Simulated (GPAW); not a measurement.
**Work function of Nb2COS MXene monolayer at several levels**

Aim: the work function of both faces of Nb2COS MXene monolayer, and its spread over functionals and bases.

Method: GPAW, PAW setups; layer in a repeated cell with vacuum, relaxation of atoms and in-plane cell, in the first sound run; inputs show where later runs differ, in GPAW 26.7.0.

Most raw output is cut from this account.

### 1. Starting point

The cell holds 5 atoms: 1 S, 2 Nb, 1 C and 1 O. Its edges and angles: a = 3.151 Å, b = 3.151 Å, c = 21.359 Å, α = 90.0°, β = 90.0°, γ = 120.0°. Vacuum lies along c.

### 2. Relaxing the atoms

Forces are removed first; all later runs use this geometry.

The input, run.py:

```python
import json
import numpy as np
from ase import Atoms
from ase.filters import FrechetCellFilter
from ase.optimize import BFGS
from gpaw import GPAW, PW

slab = Atoms(
    ['S', 'Nb', 'C', 'Nb', 'O'],
    positions=[
        [-0.00000, 1.81899, 8.00000],
        [1.57529, 0.90949, 9.75270],
        [0.00000, 0.00000, 10.99584],
        [-0.00000, 1.81899, 12.23897],
        [1.57529, 0.90949, 13.35870]],
    cell=[[3.15058, 0.0, 0.0], [-1.57529, 2.72848, 0.0], [0.0, 0.0, 21.3587]],
    pbc=[True, True, True])

slab.calc = GPAW(mode=PW(600), xc='PBE', kpts={'size': (12, 12, 1), 'gamma': True},
                 occupations={'name': 'fermi-dirac', 'width': 0.05}, nbands='160%',
                 convergence={'density': 1e-05}, maxiter=200,
                 symmetry={'tolerance': 1e-3}, txt='slab.txt')
result = {}
# The in-plane cell is free; stress needs a cell that repeats along all three vectors
path = []
opt = BFGS(FrechetCellFilter(slab, mask=[1, 1, 0, 0, 0, 1]), maxstep=0.2)
opt.attach(lambda: path.append((slab.get_potential_energy(), slab.positions.tolist(), slab.get_forces().tolist())))
result['relaxed'] = bool(opt.run(fmax=0.02, steps=45))
result['path'] = path
result['cell'] = slab.cell.tolist()
print('in-plane lattice', slab.cell.cellpar().round(4)[[0, 1, 5]])
energy = slab.get_potential_energy()
fermi = slab.calc.get_fermi_level()
v = slab.calc.get_electrostatic_potential().mean((0, 1)) - fermi
n = slab.calc.get_pseudo_density().mean((0, 1))
L = slab.cell[2, 2]
z = np.arange(len(v)) * L / len(v)
low, high = slab.positions[:, 2].min(), slab.positions[:, 2].max()
below, above = np.interp([low - 5.8, high + 5.8], z, v)
slopes = [np.interp(x, z, np.gradient(v, z)) for x in (low - 5.8, high + 5.8)]
eps = np.array([[slab.calc.get_eigenvalues(k, s) for k in range(len(slab.calc.get_ibz_k_points()))]
                for s in range(slab.calc.get_number_of_spins())]) - fermi
top, bottom = eps[eps < 0].max(), eps[eps > 0].min()
dipole = slab.get_dipole_moment()[2]
print(f'energy {energy:.4f} eV, Fermi level {fermi:.4f} eV, dipole {dipole:.5f} e A')
print(f'potential 5.8 A off the faces, from the Fermi level: lower {below:.4f} eV, upper {above:.4f} eV')
print(f'slope of the potential there: lower {slopes[0]:.5f}, upper {slopes[1]:.5f} eV/A')
print(f'nearest levels on the mesh: {top:.4f} and {bottom:.4f} eV')
print('magnetic moment', round(slab.get_magnetic_moment(), 3))
result.update(energy=energy, fermi=fermi, dipole=dipole, below=below, above=above, slopes=slopes, edges=[top, bottom],
              z=z.tolist(), v=v.tolist(), n=n.tolist(), positions=slab.positions.tolist(),
              forces=slab.get_forces(apply_constraint=False).tolist(), moments=slab.get_magnetic_moments().tolist())
json.dump(result, open('result.json', 'w'))
```

The run is started by

```bash
OMP_NUM_THREADS=1 OPENBLAS_NUM_THREADS=1 python run.py
```

Elapsed: 13 min, on 1 thread of Intel Xeon Platinum 8488C (Sapphire Rapids), shared host; peak memory 0.79 GiB.

This step gave:

```yaml
dipole_along_the_normal: -0.008126 e·Å
levels_nearest_the_fermi_level_on_the_mesh: -0.03316, 0.02276 eV from the Fermi level
```

The electrostatic potential energy of an electron (without an applied field's), less the Fermi level, planar mean oscillates, so the rows of the table below give means over windows of 1 Å about each position, cut where the curve ends. Its maxima inside the range that stand out by 2 % of the span (Å: eV): 8.8: -5.06, 10.6: -8.41, 11.4: -8.67, 13.0: -11.0. Its minima: 8.1: -18.7, 9.7: -23.0, 11.0: -12.2, 12.2: -23.5, 13.2: -11.9.

Table of electrostatic potential energy of an electron (without an applied field's), less the Fermi level, planar mean by z; means over each step:

```tsv
z (Å)	electrostatic potential energy of an electron (without an applied field's), less the Fermi level, planar mean (eV)
0	5.53
1	5.52
2	5.52
3	5.51
4	5.50
5	5.49
6	5.39
7	3.13
8	-12.5
9	-9.14
10	-17.6
11	-10.0
12	-18.1
13	-12.2
14	2.52
15	5.50
16	5.57
17	5.56
18	5.56
19	5.55
20	5.54
21	5.53
```

Pseudo valence density, planar mean against z:

z (Å), pseudo valence density, planar mean (e/Å³) and a bar:
```
      4.5       0.00 
      5.0       0.00 
      5.5       0.00 
      6.0       0.00 
      6.5       0.02 
      7.0       0.09 ##
      7.5       0.31 ########
      8.0       0.39 ##########
      8.5       0.49 #############
      9.0       0.45 ############
      9.5       1.05 ############################
     10.0       1.12 ##############################
     10.5       0.58 ###############
     11.0       0.56 ###############
     11.5       0.58 ###############
     12.0       1.13 ##############################
     12.5       1.11 ##############################
     13.0       0.82 ######################
     13.5       0.69 ##################
     14.0       0.14 ####
     14.5       0.02 #
     15.0       0.00 
     15.5       0.00 
     16.0       0.00
```

The relaxation lowered the energy of the cell by 0.0884 eV (energies extrapolated to zero smearing; the optimiser's log prints free energies). The largest force left on a free atom is 0.010 eV/Å.

### 3. Plane waves, PBE

The work function is the vacuum plateau of the electrostatic potential less the Fermi level; a dipole layer lets the two faces have plateaus of their own.

This step: GPAW, PAW setups; slab in vacuum (GPAW 26.7.0).

The cell differs from the one that the last finished run ended in (c 21.359 → 21.181 Å).

Changes to run.py since step 2:

```diff
@@ -3,4 +3,2 @@
 from ase import Atoms
-from ase.filters import FrechetCellFilter
-from ase.optimize import BFGS
 from gpaw import GPAW, PW
@@ -10,23 +8,16 @@
     positions=[
-        [-0.00000, 1.81899, 8.00000],
-        [1.57529, 0.90949, 9.75270],
-        [0.00000, 0.00000, 10.99584],
-        [-0.00000, 1.81899, 12.23897],
-        [1.57529, 0.90949, 13.35870]],
-    cell=[[3.15058, 0.0, 0.0], [-1.57529, 2.72848, 0.0], [0.0, 0.0, 21.3587]],
-    pbc=[True, True, True])
+        [0.00000, 1.83713, 8.00000],
+        [1.59100, 0.91856, 9.66956],
+        [0.00000, -0.00000, 10.90410],
+        [0.00000, 1.83713, 12.13914],
+        [1.59100, 0.91856, 13.18131]],
+    cell=[[3.182, -0.0, 0.0], [-1.591, 2.75569, 0.0], [0.0, 0.0, 21.1813]],
+    pbc=[True, True, False])
 
-slab.calc = GPAW(mode=PW(600), xc='PBE', kpts={'size': (12, 12, 1), 'gamma': True},
+slab.calc = GPAW(mode=PW(500), xc='PBE', kpts={'size': (12, 12, 1), 'gamma': True},
                  occupations={'name': 'fermi-dirac', 'width': 0.05}, nbands='160%',
                  convergence={'density': 1e-05}, maxiter=200,
+                 poissonsolver={'dipolelayer': 'xy'},
                  symmetry={'tolerance': 1e-3}, txt='slab.txt')
 result = {}
-# The in-plane cell is free; stress needs a cell that repeats along all three vectors
-path = []
-opt = BFGS(FrechetCellFilter(slab, mask=[1, 1, 0, 0, 0, 1]), maxstep=0.2)
-opt.attach(lambda: path.append((slab.get_potential_energy(), slab.positions.tolist(), slab.get_forces().tolist())))
-result['relaxed'] = bool(opt.run(fmax=0.02, steps=45))
-result['path'] = path
-result['cell'] = slab.cell.tolist()
-print('in-plane lattice', slab.cell.cellpar().round(4)[[0, 1, 5]])
 energy = slab.get_potential_energy()
```

Elapsed: 73 s, on 1 thread; peak memory 0.27 GiB.

This step gave:

- dipole along the normal: -0.005484 e·Å
- levels nearest the Fermi level on the mesh: -0.03323, 0.02270 eV from the Fermi level
- upper work function: 5.582 eV
- lower work function: 5.480 eV

The electrostatic potential energy of an electron (without an applied field's), less the Fermi level, planar mean oscillates, so the rows of the table below give means over windows of 0.5 Å about each position, cut where the curve ends. Its maxima inside the range that stand out by 2 % of the span (Å: eV): 8.70: -5.07, 10.50: -8.41, 11.35: -8.64, 12.86: -11.0. Its minima: 8.04: -18.6, 9.65: -23.0, 10.87: -12.2, 12.10: -23.5, 13.14: -11.9.

Electrostatic potential energy of an electron (without an applied field's), less the Fermi level, planar mean against z; means over each step:

z (Å), electrostatic potential energy of an electron (without an applied field's), less the Fermi level, planar mean (eV) and a bar from the least value:
```
      0.0        5.5 ##############################
      0.5        5.5 ##############################
      1.0        5.5 ##############################
      1.5        5.5 ##############################
      2.0        5.5 ##############################
      2.5        5.5 ##############################
      3.0        5.5 ##############################
      3.5        5.5 ##############################
      4.0        5.5 ##############################
      4.5        5.5 ##############################
      5.0        5.5 ##############################
      5.5        5.5 ##############################
      6.0        5.4 ##############################
      6.5        5.0 #############################
      7.0        3.1 ###########################
      7.5       -4.9 ##################
      8.0      -16.6 #####
      8.5       -8.0 ###############
      9.0       -8.6 ##############
      9.5      -20.2 #
     10.0      -17.2 #####
     10.5       -9.4 #############
     11.0      -11.0 ###########
     11.5      -11.1 ###########
     12.0      -21.2 
     12.5      -17.2 #####
     13.0      -11.4 ###########
     13.5       -3.2 ####################
     14.0        4.0 ############################
     14.5        5.3 ##############################
     15.0        5.5 ##############################
     15.5        5.6 ##############################
     16.0        5.6 ##############################
     16.5        5.6 ##############################
     17.0        5.6 ##############################
     17.5        5.6 ##############################
     18.0        5.6 ##############################
     18.5        5.6 ##############################
     19.0        5.6 ##############################
     19.5        5.6 ##############################
     20.0        5.6 ##############################
     20.5        5.6 ##############################
     21.0        5.6 ##############################
```

Table of pseudo valence density, planar mean by z:

z (Å), pseudo valence density, planar mean (e/Å³) and a bar:
```
     0.00       0.00 
     0.57       0.00 
     1.13       0.00 
     1.70       0.00 
     2.27       0.00 
     2.84       0.00 
     3.40       0.00 
     3.97       0.00 
     4.54       0.00 
     5.11       0.00 
     5.67       0.00 
     6.24       0.01 
     6.81       0.07 #
     7.38       0.29 ######
     7.94       0.39 ########
     8.51       0.48 ##########
     9.08       0.54 ############
     9.65       1.37 ##############################
    10.21       0.67 ###############
    10.78       0.56 ############
    11.35       0.56 ############
    11.91       1.15 #########################
    12.48       0.99 ######################
    13.05       0.89 ###################
    13.62       0.41 #########
    14.18       0.05 #
    14.75       0.01 
    15.32       0.00 
    15.89       0.00 
    16.45       0.00 
    17.02       0.00 
    17.59       0.00 
    18.16       0.00 
    18.72       0.00 
    19.29       0.00 
    19.86       0.00 
    20.42       0.00 
    20.99       0.00
```

The potential is flat to 8.9e-4 eV/Å where it is read, so the vacuum is wide enough.

### 4. OptPBE vdW: xc = "optPBE-vdW"

The same geometry under optPBE-vdW, to see how far the functional moves the levels against the vacuum (the van der Waals functionals take revPBE setups).

Changes to run.py since step 3:

```diff
@@ -16,3 +16,3 @@
 
-slab.calc = GPAW(mode=PW(500), xc='PBE', kpts={'size': (12, 12, 1), 'gamma': True},
+slab.calc = GPAW(mode=PW(500), xc='optPBE-vdW', kpts={'size': (12, 12, 1), 'gamma': True},
                  occupations={'name': 'fermi-dirac', 'width': 0.05}, nbands='160%',
```

Elapsed: 98 s, on 1 thread; peak memory 0.45 GiB.

Numbers from this step:

| Item | Value |
| --- | --- |
| dipole along the normal | -0.006650 e·Å |
| levels nearest the Fermi level on the mesh | -0.02732, 0.01843 eV from the Fermi level |
| upper work function | 5.843 eV |
| lower work function | 5.717 eV |

The electrostatic potential energy of an electron (without an applied field's), less the Fermi level, planar mean oscillates, so the rows of the table below give means over windows of 1 Å about each position, cut where the curve ends. Its maxima inside the range that stand out by 2 % of the span (Å: eV): 8.7: -5.07, 10.5: -8.40, 11.3: -8.64, 12.9: -10.9. Its minima: 8.0: -18.6, 9.6: -23.0, 10.9: -12.2, 12.1: -23.5, 13.1: -11.8.

The electrostatic potential energy of an electron (without an applied field's), less the Fermi level, planar mean by z; means over each step:

```tsv
z (Å)	electrostatic potential energy of an electron (without an applied field's), less the Fermi level, planar mean (eV)
0	5.74
1	5.72
2	5.72
3	5.72
4	5.71
5	5.71
6	5.56
7	2.50
8	-12.8
9	-10.2
10	-16.5
11	-10.1
12	-18.9
13	-10.8
14	3.54
15	5.77
16	5.84
17	5.84
18	5.84
19	5.84
20	5.84
21	5.83
```

Pseudo valence density, planar mean against z:

z (Å), pseudo valence density, planar mean (e/Å³) and a bar:
```
     0.00       0.00 
     0.57       0.00 
     1.13       0.00 
     1.70       0.00 
     2.27       0.00 
     2.84       0.00 
     3.40       0.00 
     3.97       0.00 
     4.54       0.00 
     5.11       0.00 
     5.67       0.00 
     6.24       0.01 
     6.81       0.07 #
     7.38       0.29 ######
     7.94       0.39 ########
     8.51       0.48 ##########
     9.08       0.53 ############
     9.65       1.37 ##############################
    10.21       0.67 ###############
    10.78       0.56 ############
    11.35       0.56 ############
    11.91       1.15 #########################
    12.48       0.99 ######################
    13.05       0.89 ###################
    13.62       0.41 #########
    14.18       0.05 #
    14.75       0.01 
    15.32       0.00 
    15.89       0.00 
    16.45       0.00 
    17.02       0.00 
    17.59       0.00 
    18.16       0.00 
    18.72       0.00 
    19.29       0.00 
    19.86       0.00 
    20.42       0.00 
    20.99       0.00
```

Force by atom:

```tsv
atom	x (eV/Å)	y (eV/Å)	z (eV/Å)	size
S1	0.000	0.000	-0.250	0.250
Nb2	0.000	0.000	-0.072	0.072
C3	0.000	0.000	0.006	0.006
Nb4	0.000	0.000	0.165	0.165
O5	0.000	0.000	0.203	0.203
```

The upper face's work function is 5.843 eV, against 5.582 eV in the first plane-wave PBE run at this geometry.

### 5. Self-consistent run: xc = "RPBE"

The same geometry under RPBE, to see how far the functional moves the levels against the vacuum.

Changes to run.py since step 4:

```diff
@@ -16,3 +16,3 @@
 
-slab.calc = GPAW(mode=PW(500), xc='optPBE-vdW', kpts={'size': (12, 12, 1), 'gamma': True},
+slab.calc = GPAW(mode=PW(500), xc='RPBE', kpts={'size': (12, 12, 1), 'gamma': True},
                  occupations={'name': 'fermi-dirac', 'width': 0.05}, nbands='160%',
```

The job ended after 77 s (1 thread; peak memory 0.27 GiB).

Numbers from this step:

| Quantity | Value |
| --- | --- |
| dipole along the normal | -0.002892 e·Å |
| levels nearest the Fermi level on the mesh | -0.02946, 0.01966 eV from the Fermi level |
| upper work function | 5.435 eV |
| lower work function | 5.386 eV |

The electrostatic potential energy of an electron (without an applied field's), less the Fermi level, planar mean oscillates, so the rows of the table below give means over windows of 1 Å about each position, cut where the curve ends. Its maxima inside the range that stand out by 2 % of the span (Å: eV): 8.7: -5.15, 10.5: -8.50, 11.3: -8.74, 12.9: -11.1. Its minima: 8.0: -18.7, 9.6: -23.1, 10.9: -12.3, 12.1: -23.6, 13.1: -12.0.

Table of electrostatic potential energy of an electron (without an applied field's), less the Fermi level, planar mean by z; means over each step:

```tsv
z (Å)	electrostatic potential energy of an electron (without an applied field's), less the Fermi level, planar mean (eV)
0	5.40
1	5.39
2	5.39
3	5.39
4	5.38
5	5.38
6	5.25
7	2.28
8	-13.0
9	-10.3
10	-16.6
11	-10.2
12	-19.0
13	-11.0
14	3.20
15	5.37
16	5.43
17	5.43
18	5.43
19	5.43
20	5.43
21	5.43
```

The upper face's work function is 5.435 eV, against 5.582 eV in the first plane-wave PBE run at this geometry.

### 6. Self-consistent run: xc = "vdW-DF2"

The same geometry under vdW-DF2, to see how far the functional moves the levels against the vacuum (the van der Waals functionals take revPBE setups).

Changes to run.py since step 5:

```diff
@@ -16,3 +16,3 @@
 
-slab.calc = GPAW(mode=PW(500), xc='RPBE', kpts={'size': (12, 12, 1), 'gamma': True},
+slab.calc = GPAW(mode=PW(500), xc='vdW-DF2', kpts={'size': (12, 12, 1), 'gamma': True},
                  occupations={'name': 'fermi-dirac', 'width': 0.05}, nbands='160%',
```

The job ended after 2.5 min (1 thread; peak memory 0.46 GiB).

Numbers from this step:

```yaml
dipole_along_the_normal: -0.009601 e·Å
levels_nearest_the_fermi_level_on_the_mesh: -0.01647, 9.19e-4 eV from the Fermi level
upper_work_function: 6.059 eV
lower_work_function: 5.872 eV
```

The electrostatic potential energy of an electron (without an applied field's), less the Fermi level, planar mean oscillates, so the rows of the table below give means over windows of 0.5 Å about each position, cut where the curve ends. Its maxima inside the range that stand out by 2 % of the span (Å: eV): 8.70: -5.20, 10.50: -8.53, 11.35: -8.78, 12.86: -11.0. Its minima: 8.04: -18.6, 9.65: -23.3, 10.87: -12.3, 12.10: -23.7, 13.05: -11.8.

Electrostatic potential energy of an electron (without an applied field's), less the Fermi level, planar mean against z; means over each step:

z (Å), electrostatic potential energy of an electron (without an applied field's), less the Fermi level, planar mean (eV) and a bar from the least value:
```
      0.0        5.9 ##############################
      0.5        5.9 ##############################
      1.0        5.9 ##############################
      1.5        5.9 ##############################
      2.0        5.9 ##############################
      2.5        5.9 ##############################
      3.0        5.9 ##############################
      3.5        5.9 ##############################
      4.0        5.9 ##############################
      4.5        5.9 ##############################
      5.0        5.9 ##############################
      5.5        5.8 ##############################
      6.0        5.7 ##############################
      6.5        5.3 #############################
      7.0        3.3 ###########################
      7.5       -4.7 ##################
      8.0      -16.5 #####
      8.5       -8.0 ###############
      9.0       -8.8 ##############
      9.5      -20.5 #
     10.0      -17.4 ####
     10.5       -9.5 #############
     11.0      -11.0 ###########
     11.5      -11.2 ###########
     12.0      -21.5 
     12.5      -17.4 ####
     13.0      -11.3 ###########
     13.5       -3.0 ####################
     14.0        4.4 ############################
     14.5        5.8 ##############################
     15.0        6.0 ##############################
     15.5        6.0 ##############################
     16.0        6.1 ##############################
     16.5        6.1 ##############################
     17.0        6.1 ##############################
     17.5        6.1 ##############################
     18.0        6.1 ##############################
     18.5        6.1 ##############################
     19.0        6.1 ##############################
     19.5        6.1 ##############################
     20.0        6.1 ##############################
     20.5        6.1 ##############################
     21.0        6.0 ##############################
```

The upper face's work function is 6.059 eV, against 5.582 eV in the first plane-wave PBE run at this geometry.

[end of part 1 of 2]

[Logs are printed without paths, hosts, clocks, repeated set-up lines and the standing remarks that a program may print on its own settings, such as how far it seeks lower states.]

[Hosts, paths, dates, database ids (printed as entryN), source tags and the programs' standing remarks are cut or masked in the printed files.]
